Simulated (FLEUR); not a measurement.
# E(M) of TiBr2, part 2 of 2

Aim: the energy of TiBr2 as a function of its total spin moment.

FLEUR MaX-R8.1; PBEsol; all-electron FLAPW, Dirac cores, scalar-relativistic bands.

So far, magnetization (μB): step 2 (unconstrained state) 1.64; step 4 (with continued, fixed moment 1.496 μB a cell) 1.50.

The database entry behind the starting cell has ideal inner coordinates that were not refined, so it need not match the best structure at ambient conditions.

### 5. Moment fixed at 1.87 μB

File inp.xml:

```
<?xml version="1.0" encoding="UTF-8" standalone="no"?>
<fleurInput fleurInputVersion="0.39">
   <comment>
      TiBr2
   </comment>
   <calculationSetup>
      <cutoffs Kmax="3.6" Gmax="10.8" GmaxXC="10.8" numbands="0"/>
      <scfLoop itmax="90" minDistance="0.00002" maxIterBroyd="15" imix="Anderson" alpha="0.05" precondParam="0.0" spinf="2.0" sdNocoIR="T"/>
      <coreElectrons ctail="T" frcor="F" kcrel="0" coretail_lmax="0"/>
      <xcFunctional name="PBEs" relativisticCorrections="F"/>
      <magnetism jspins="2" fixed_moment="1.87"/>
      <soc l_soc="F" theta="0.0" phi="0.0" spav="F"/>
      <expertModes spex="0" secvar="F"/>
      <geometryOptimization l_f="F" forcealpha="1.0" forcemix="BFGS" epsdisp="0.00001" epsforce="0.00001"/>
      <ldaU l_linMix="F" mixParam="0.05" spinf="1.0"/>
   </calculationSetup>
   <cell>
      <bzIntegration valenceElectrons="26.0" mode="hist" fermiSmearingEnergy="0.00110248">
         <kPointListSelection listName="default-1"/>
         <xi:include xmlns:xi="http://www.w3.org/2001/XInclude" href="kpts.xml"> </xi:include>
      </bzIntegration>
      <xi:include xmlns:xi="http://www.w3.org/2001/XInclude" href="sym.xml"> </xi:include>
      <bulkLattice scale="1.0">
         <bravaisMatrix>
            <row-1>    6.8578161061356049     0.0000000000000000     0.0000000000000000</row-1>
            <row-2>   -3.4289080530678024     5.9390429623834056     0.0000000000000000</row-2>
            <row-3>    0.0000000000000000     0.0000000000000000    12.2681020009032000</row-3>
         </bravaisMatrix>
      </bulkLattice>
   </cell>
   <atomSpecies>
      <species name="Titanium (1.001" element="Ti" atomicNumber="22">
         <mtSphere radius="2.44" gridPoints="807" logIncrement="0.015"/>
         <atomicCutoffs lmax="10" lnonsphr="8"/>
         <electronConfig flipSpins="F">
            <coreConfig>(1s1/2) (2s1/2) (2p1/2) (2p3/2)</coreConfig>
            <valenceConfig>(3s1/2) (3p1/2) (3p3/2) (4s1/2) (3d3/2) (3d5/2)</valenceConfig>
            <stateOccupation state="(3d3/2)" spinUp="0.4" spinDown="0.4"/>
            <stateOccupation state="(3d5/2)" spinUp="1.1005" spinDown="0.0995"/>
         </electronConfig>
         <energyParameters s="4" p="4" d="3" f="4"/>
         <lo type="SCLO" l="0" n="3" eDeriv="0"/>
         <lo type="SCLO" l="1" n="3" eDeriv="0"/>
      </species>
      <species name="Bromine (Br)" element="Br" atomicNumber="35">
         <mtSphere radius="2.44" gridPoints="807" logIncrement="0.016"/>
         <atomicCutoffs lmax="10" lnonsphr="8"/>
         <electronConfig flipSpins="F">
            <coreConfig>(1s1/2) (2s1/2) (2p1/2) (2p3/2) (3s1/2) (3p1/2) (3p3/2) (3d3/2) (3d5/2)</coreConfig>
            <valenceConfig>(4s1/2) (4p1/2) (4p3/2)</valenceConfig>
            <stateOccupation state="(4p1/2)" spinUp="0.833333" spinDown="0.833333"/>
            <stateOccupation state="(4p3/2)" spinUp="1.666667" spinDown="1.666667"/>
         </electronConfig>
         <energyParameters s="4" p="4" d="4" f="4"/>
      </species>
   </atomSpecies>
   <atomGroups>
      <atomGroup species="Titanium (1.001">
         <relPos label="                   1">.0000000000 .0000000000 .0000000000</relPos>
         <force calculate="T" relaxXYZ="TTT"/>
      </atomGroup>
      <atomGroup species="Bromine (Br)">
         <relPos label="                   2">1.000/3.000 -1.000/3.000 1.000/4.000</relPos>
         <relPos label="                   3">-1.000/3.000 1.000/3.000 -1.000/4.000</relPos>
         <force calculate="T" relaxXYZ="TTT"/>
      </atomGroup>
   </atomGroups>
   <output dos="F" band="F" slice="F">
      <bandDOS minEnergy="-.5*Htr" maxEnergy="0.5*Htr" sigma="0.015" storeEVData="T"/>
      <plotting iplot="0" polar="F">
         <plot TwoD="T" vec1="  1.0  0.0  0.0" vec2="  0.0  1.0  0.0" vec3="  0.0  0.0  1.0" zero="  0.0  0.0  0.0" file="plot"/>
      </plotting>
      <moessbauerParams electricFieldGradient="F" isomerShift="F" coreHyperfine="F" valenceHyperfine="F"/>
   </output>
</fleurInput>
```

Started as:

```sh
> OMP_NUM_THREADS=1 mpirun -n 4 fleur_MPI > fleur.log
```

Log:

```text
[banner, memory and clock lines left out]
Welcome to FLEUR        (www.flapw.de)
      MaX-Release 8.1          (www.max-centre.eu)

 ========== k-point set info ==========
 Selected k-point list: default-1
 k-point list type: mesh
 0 x 0 x 0
 Number of k points: 36

 [... set-up left out ...]
 Iteration:     1   Distance:       1.55231367 me/bohr^3
 Iteration:     2   Distance:       1.46496156 me/bohr^3
 Iteration:     3   Distance:       0.38790554 me/bohr^3
 Iteration:     4   Distance:       0.10154736 me/bohr^3
 Iteration:     5   Distance:       0.09988379 me/bohr^3
[...]
<sumOfEigenvalues value="    -3523.6488472623">
               <coreElectrons value="-3513.2178529004"/>
               <valenceElectrons value="-10.4309943619"/>
            </sumOfEigenvalues>
         [... left out ...]
            <freeEnergy value="-6062.8530058135"/>
            <extrapolationTo0K value="-6062.8528567080"/>
         </totalEnergy>
         <densityConvergence units="me/bohr^3">
            <chargeDensity spin="1" distance="0.0000038138"/>
            <chargeDensity spin="2" distance="0.0000060965"/>
            <overallChargeDensity distance="0.0000078841"/>
            <spinDensity distance="0.0000064238"/>
         </densityConvergence>
      </iteration>
```

Elapsed: 21 s, on 4 MPI ranks of Intel Xeon Platinum 8488C (Sapphire Rapids), shared host; peak memory 0.3 GiB; 82 s of CPU time.

This step gave:

| Property | Result |
| --- | --- |
| magnetization | 1.87 μB |

Its energy lies +12.0 meV a cell from the free run's.

### 6. Moment fixed at 1.122 μB

inp.xml, as its differences from that of step 5:

```diff
@@ -10,3 +10,3 @@
       <xcFunctional name="PBEs" relativisticCorrections="F"/>
-      <magnetism jspins="2" fixed_moment="1.87"/>
+      <magnetism jspins="2" fixed_moment="1.122"/>
       <soc l_soc="F" theta="0.0" phi="0.0" spav="F"/>
```

Log:

```text
[banner, memory and clock lines left out]
Welcome to FLEUR        (www.flapw.de)
      MaX-Release 8.1          (www.max-centre.eu)

 ========== k-point set info ==========
 Selected k-point list: default-1
 k-point list type: mesh
 0 x 0 x 0
 Number of k points: 36

 [... set-up left out ...]
 Iteration:     1   Distance:       3.61386703 me/bohr^3
 Iteration:     2   Distance:       3.42824933 me/bohr^3
 Iteration:     3   Distance:       0.92534021 me/bohr^3
 Iteration:     4   Distance:       0.23582527 me/bohr^3
 Iteration:     5   Distance:       0.25984870 me/bohr^3
[...]
<sumOfEigenvalues value="    -3523.9776089503">
               <coreElectrons value="-3513.4542736209"/>
               <valenceElectrons value="-10.5233353295"/>
            </sumOfEigenvalues>
         [... left out ...]
            <freeEnergy value="-6062.8532613543"/>
            <extrapolationTo0K value="-6062.8531309964"/>
         </totalEnergy>
         <densityConvergence units="me/bohr^3">
            <chargeDensity spin="1" distance="0.0000089840"/>
            <chargeDensity spin="2" distance="0.0000077646"/>
            <overallChargeDensity distance="0.0000106537"/>
            <spinDensity distance="0.0000129808"/>
         </densityConvergence>
      </iteration>
```

Run time: 26 s. Hardware: 4 MPI ranks; peak memory 0.32 GiB.

Read from the output:

```yaml
magnetization: 1.122 μB
```

Its energy lies +5.1 meV a cell from the free run's.

### 7. Another try

An input with a fault is tried, to see how the program answers.

File inp.xml:

```
<?xml version="1.0" encoding="UTF-8" standalone="no"?>
<fleurInput fleurInputVersion="0.39">
   <comment>
      TiBr2
   </comment>
   <calculationSetup>
      <cutoffs Kmax="3.6" Gmax="10.8" GmaxXC="10.8" numbands="0"/>
      <scfLoop itmax="75" minDistance="0.00002" maxIterBroyd="15" imix="Anderson" alpha="0.05" precondParam="0.0" spinf="2.0" sdNocoIR="T"/>
      <coreElectrons ctail="T" frcor="F" kcrel="0" coretail_lmax="0"/>
      <xcFunctional name="PBEs" relativisticCorrections="F"/>
      <magnetism jspins="2"/>
      <soc l_soc="F" theta="0.0" phi="0.0" spav="F"/>
      <expertModes spex="0" secvar="F"/>
      <geometryOptimization l_f="F" forcealpha="1.0" forcemix="BFGS" epsdisp="0.00001" epsforce="0.00001"/>
      <ldaU l_linMix="F" mixParam="0.05" spinf="1.0"/>
   </calculationSetup>
   <cell>
      <bzIntegration valenceElectrons="24.0" mode="hist" fermiSmearingEnergy="0.00110248">
         <kPointListSelection listName="default-1"/>
         <xi:include xmlns:xi="http://www.w3.org/2001/XInclude" href="kpts.xml"> </xi:include>
      </bzIntegration>
      <xi:include xmlns:xi="http://www.w3.org/2001/XInclude" href="sym.xml"> </xi:include>
      <bulkLattice scale="1.0">
         <bravaisMatrix>
            <row-1>    6.8578161061356049     0.0000000000000000     0.0000000000000000</row-1>
            <row-2>   -3.4289080530678024     5.9390429623834056     0.0000000000000000</row-2>
            <row-3>    0.0000000000000000     0.0000000000000000    12.2681020009032000</row-3>
         </bravaisMatrix>
      </bulkLattice>
   </cell>
   <atomSpecies>
      <species name="Titanium (1.001" element="Ti" atomicNumber="22">
         <mtSphere radius="2.44" gridPoints="807" logIncrement="0.015"/>
         <atomicCutoffs lmax="10" lnonsphr="8"/>
         <electronConfig flipSpins="F">
            <coreConfig>(1s1/2) (2s1/2) (2p1/2) (2p3/2)</coreConfig>
            <valenceConfig>(3s1/2) (3p1/2) (3p3/2) (4s1/2) (3d3/2) (3d5/2)</valenceConfig>
            <stateOccupation state="(3d3/2)" spinUp="0.4" spinDown="0.4"/>
            <stateOccupation state="(3d5/2)" spinUp="1.1005" spinDown="0.0995"/>
         </electronConfig>
         <energyParameters s="4" p="4" d="3" f="4"/>
         <lo type="SCLO" l="0" n="3" eDeriv="0"/>
         <lo type="SCLO" l="1" n="3" eDeriv="0"/>
      </species>
      <species name="Bromine (Br)" element="Br" atomicNumber="35">
         <mtSphere radius="2.44" gridPoints="807" logIncrement="0.016"/>
         <atomicCutoffs lmax="10" lnonsphr="8"/>
         <electronConfig flipSpins="F">
            <coreConfig>(1s1/2) (2s1/2) (2p1/2) (2p3/2) (3s1/2) (3p1/2) (3p3/2) (3d3/2) (3d5/2)</coreConfig>
            <valenceConfig>(4s1/2) (4p1/2) (4p3/2)</valenceConfig>
            <stateOccupation state="(4p1/2)" spinUp="0.833333" spinDown="0.833333"/>
            <stateOccupation state="(4p3/2)" spinUp="1.666667" spinDown="1.666667"/>
         </electronConfig>
         <energyParameters s="4" p="4" d="4" f="4"/>
      </species>
   </atomSpecies>
   <atomGroups>
      <atomGroup species="Titanium (1.001">
         <relPos label="                   1">.0000000000 .0000000000 .0000000000</relPos>
         <force calculate="T" relaxXYZ="TTT"/>
      </atomGroup>
      <atomGroup species="Bromine (Br)">
         <relPos label="                   2">1.000/3.000 -1.000/3.000 1.000/4.000</relPos>
         <relPos label="                   3">-1.000/3.000 1.000/3.000 -1.000/4.000</relPos>
         <force calculate="T" relaxXYZ="TTT"/>
      </atomGroup>
   </atomGroups>
   <output dos="F" band="F" slice="F">
      <bandDOS minEnergy="-.5*Htr" maxEnergy="0.5*Htr" sigma="0.015" storeEVData="T"/>
      <plotting iplot="0" polar="F">
         <plot TwoD="T" vec1="  1.0  0.0  0.0" vec2="  0.0  1.0  0.0" vec3="  0.0  0.0  1.0" zero="  0.0  0.0  0.0" file="plot"/>
      </plotting>
      <moessbauerParams electricFieldGradient="F" isomerShift="F" coreHyperfine="F" valenceHyperfine="F"/>
   </output>
</fleurInput>
```

File crystal.txt:

```
TiBr2
&input film=F cartesian=F /
3.62899999998  0.00000000000  0.00000000000
-1.81449999999  3.14280619031  0.00000000000
0.00000000000  0.00000000000  6.49200000000
1.8897261246
1.0 1.0 1.0

3
22 0.00000000000  0.00000000000  0.00000000000 : 1.001
35 0.33333333333  0.66666666667  0.25000000000
35 0.66666666667  0.33333333333  0.75000000000

&kpt div1=8 div2=8 div3=4 gamma=T /
```

Started as:

```sh
> OMP_NUM_THREADS=1 inpgen -f crystal.txt > inpgen.log  # inp.xml is then edited as shown
> OMP_NUM_THREADS=1 mpirun -n 4 fleur_MPI > fleur.log
```

Log:

```text
[banner, memory and clock lines left out]
Welcome to FLEUR        (www.flapw.de)
      MaX-Release 8.1          (www.max-centre.eu)

 ========== k-point set info ==========
 Selected k-point list: default-1
 k-point list type: mesh
 0 x 0 x 0
 Number of k points: 36

 ------------Calculation Setup---------------------------
 Number of PE/node        :            4
 Number of OMP-threads    :            1
 k-points in parallel     :            4
 pe's per k-point         :            1
 No of k-point loops      :            9
 Eigenvalue solver        :       lapack
 Number of basis functions:          420
 Approximate size of matrices (H+S) per k-point:         0.003 GB
************FLEUR-Warning*****************
Error message: Starting density not charge neutral
Error occurred in subroutine: stden.f90
Hint: Your electronic configuration might be broken
Error from PE:0/4
*****************************************
Warnings not ignored. To make the warning nonfatal create a file 'JUDFT_WARN_ONLY' in the working directory or start FLEUR with the -warn_only command line option.
Memory (rank 0): 0.036 GB (peak 0.034 GB)
```

It took 2.9 s on 4 MPI ranks; peak memory 0.14 GiB.

The run ended with an error.

The program's message: “Starting density not charge neutral”

The fault in the input: two valence electrons too few.

valenceElectrons must match the valence configurations of all atoms.

### 8. All moments

The other moments were run in the same way.

Table of energy over the lowest by total spin moment:

| total spin moment (μB a cell) | energy over the lowest (meV a cell) |
| --- | --- |
| 0.000 | 44.5 |
| 0.374 | 34.7 |
| 0.748 | 17.0 |
| 1.122 | 5.08 |
| 1.496 | 0.483 |
| 1.644 | 0 |
| 1.870 | 12.0 |
| 2.244 | 471 |

Moment, largest sphere moment against total spin moment:

| total spin moment (μB a cell) | moment, largest sphere moment (μB) |
| --- | --- |
| 0.000 | 0 |
| 0.374 | 0.305 |
| 0.748 | 0.609 |
| 1.122 | 0.898 |
| 1.496 | 1.18 |
| 1.644 | 1.29 |
| 1.870 | 1.46 |
| 2.244 | 1.63 |

### 9. Outcome

| Quantity | Value |
| --- | --- |
| moment of the free run | 1.64 μB a cell |
| moment of the lowest point | 1.64 μB a cell |
| energy of the spinless run | 44.5 meV a cell over the lowest |

In words: The lowest point lies 44.5 meV a cell under the spinless run, in free energy at a smearing of 0.03 eV. The point at zero is the spinless run. Opposed orders, which also have no total moment, were not run.

[Logs and program files are shortened in this print: banners, set-up blocks, solver, clock and traceback lines can be left out without a mark of their own.]

[Logs are printed without paths, hosts, clocks, repeated set-up lines and the standing remarks that a program may print on its own settings, such as how far it seeks lower states.]

[Hosts, paths, dates, database ids (printed as entryN), source tags and the programs' standing remarks are cut or masked in the printed files.]

[Where a cell is said to come from a database of computed structures, the database is the Materials Project.]
